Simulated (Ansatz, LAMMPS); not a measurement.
# An extra electron or hole in a frame of aqueous K+ and HSO4-, 2.1 mol of salt per kg of water from 300 K (173 atoms): runs compared

Does an extra electron or hole in a frame of aqueous K+ and HSO4-, 2.1 mol of salt per kg of water from 300 K (173 atoms) stay spread out, or do the atoms trap it?

Computed with Ansatz 0.2.0: Kohn-Sham DFT, PBE+D4, PAW (set soft_2), plane waves.

## 1. The cell as built

The cell holds 173 atoms: 61 O, 2 S, 108 H and 2 K. Its edges and angles: a = 12.028 Å, b = 12.028 Å, c = 12.028 Å, α = 90.0°, β = 90.0°, γ = 90.0°. 53 H2O, 2 K+, 2 HSO4- placed at random, at 1.17 g/cm³; overlaps pushed apart, then 10 ps at 420 K with Joung-Cheatham ions (J. Phys. Chem. B 112, 9020 (2008)); MMFF94 bonds, angles, torsions, charges and radii (Halgren, J. Comput. Chem. 17, 490 (1996)) in harmonic and 12-6 forms; SPC/E water (Berendsen, Grigera and Straatsma, J. Phys. Chem. 91, 6269 (1987)); charges of ions scaled by 0.85. Snapshot after 20 ps at 300 K and fixed volume.

Limits known from the start: The network of contacts between molecules at the start is that of the classical potential that made the cell, and needn't be the one that DFT or experiment would give. Sampling is at Γ alone, for a cell whose shortest periodic width is 12 Å. The liquid is relaxed first, so the results are those of a frozen frame at zero temperature.

## 2. The reference run

The reference is a single point at the end of the relaxation.

The charged cells start from the geometry of this run, on a uniform background, with spin and a narrow Fermi–Dirac smearing.

Its input, with most atom lines left out:

```yaml
crystal:
  lattice:
    - [12.02799, 0.0, 0.0]
    - [0.0, 12.02799, 0.0]
    - [0.0, 0.0, 12.02799]
  atoms:
    - { symbol: O, position: [0.0968, 0.05255, 0.517] }
    - { symbol: S, position: [0.09541, 0.18041, 0.55337] }
    - { symbol: O, position: [0.20856, 0.22499, 0.5293] }
    - { symbol: O, position: [0.01015, 0.22952, 0.48228] }
    - { symbol: O, position: [0.07109, 0.18458, 0.67352] }
    - { symbol: H, position: [0.13306, 0.00083, 0.57515] }
    - { symbol: O, position: [0.57602, 0.59449, 0.95017] }
    [... atom lines 8 to 173 left out ...]
kpoints:
  mp_grid: { grid: [1, 1, 1] }
hamiltonian:
  xc: pbe
  dispersion: d4
scf:
  occupations: { method: fixed }
output:
  forces: true
  stress: true
  populations: true
  dos:
    method: { smearing: { sigma: 0.08 } }
    de: 0.1
    projected: { site_lists: { H: [H], K: [K], O: [O], S: [S] } }
  eigenvalues: true
  write_density: true
  write_potential: true
  volumetric_format: npy
```

- free energy per atom: -238.4112 eV/atom
- r.m.s. force component: 0.00623 eV/Å
- pressure: -0.1848 GPa

Filled and empty levels are parted by 4.57 eV (at Γ alone); a semilocal functional tends to put such gaps too low. In a disordered cell it changes from sample to sample and from frame to frame.

## 3. The runs

Each row is one run, on 4 threads of Intel Xeon at 2.80GHz (Skylake/Cascade Lake), shared host. The free energy is the program's total, comparable only between runs with the same functional, potentials and atoms; between charge states it hangs on the program's zero of potential.

```csv
run,atoms,outcome,"ionic steps, all passes",free energy (eV),time,host memory (GiB)
Single point at the start,173,converged,-,-41234.709,36 s,2.1
Relaxation,173,converged,35,-41245.135,13 min,2.1
Single point at the relaxed geometry,173,converged,-,-41245.135,37 s,2.3
"An extra electron, atoms held",173,converged,-,-41242.307,98 s,4.0
"An extra electron, atoms relaxed",173,converged,4,-41242.317,4.9 min,3.8
"An extra electron, levels at the relaxed geometry",173,converged,-,-41242.317,2.1 min,4.0
Neutral at the geometry of the electron,173,converged,-,-41245.126,43 s,2.3
"An extra hole, atoms held",173,converged,-,-41242.903,4.9 min,4.0
"An extra hole, atoms relaxed",173,cut at the time limit,12,-41243.108,25 min,3.9
```

In some runs the program notes that the exchange-correlation potential is rough where the density is thin and starting moments were not kept.

## 4. Energies and spread of the extra charge

Energies are differences within one cell and functional; the shift is the gain plus the neutral cell's energy at the new geometry, that is how much cheaper the vertical process becomes there. The spread is the participation number of the site moments (1/Σw², over the spin inside atomic spheres), with the atom that holds the largest share and the spin that the spheres hold in all.

```csv
carrier,"charged less neutral, atoms held (eV)",gain on relaxing (eV),"neutral cell at that geometry, less the reference (eV)",shift of the vertical energy (eV),"spread, atoms held","spread, relaxed"
electron,2.828,0.010,0.009,0.019,-,-
hole *,2.232,0.205,-,-,12; O10 14 % of 0.56 μB,-
```

* The relaxation stopped at its limit.

## 5. What came out

The extra electron gains 0.010 eV as the atoms relax: so small a gain shows no trapping at this level. The cell with the electron keeps a moment of only 0.00 μB where one unpaired electron should give 1 μB: the carrier is shared between both spins, which can hide trapping. The extra hole gains 0.21 eV as the atoms relax. Adding the two vertical energies gives 5.06 eV, against a gap of 4.57 eV in the neutral cell. The zero of the potential cancels in this sum; the excess isn't taken apart here: charging of a small cell, filling of bands on a coarse mesh and the attraction to the background can all enter.

Caveats: Single energies of charged cells hang on the program's zero of potential. In the spin-polarised runs the search for a state of lower energy was switched off. No distortion was seeded, so a trapped state behind a barrier can't be found. Local and semilocal functionals favour spread-out charges, so trapping can be missed. The concentration wasn't checked against solubility and may exceed it. The density was typed from a rule of thumb and may lie off the real one at this temperature. Charged cells carry a uniform background, with no correction for images.

The DFT runs together took 54 min of wall time.

[Logs are printed without paths, hosts, clocks, repeated set-up lines and the standing remarks that a program may print on its own settings, such as how far it seeks lower states.]

[Hosts, paths, dates, database ids (printed as entryN), source tags and the programs' standing remarks are cut or masked in the printed files.]

[The MMFF94 radii named for the starting cell were scaled by 0.96; in molecules described by MMFF94, hydrogen bound to N, O or S took a small fixed 12-6 site in their place.]
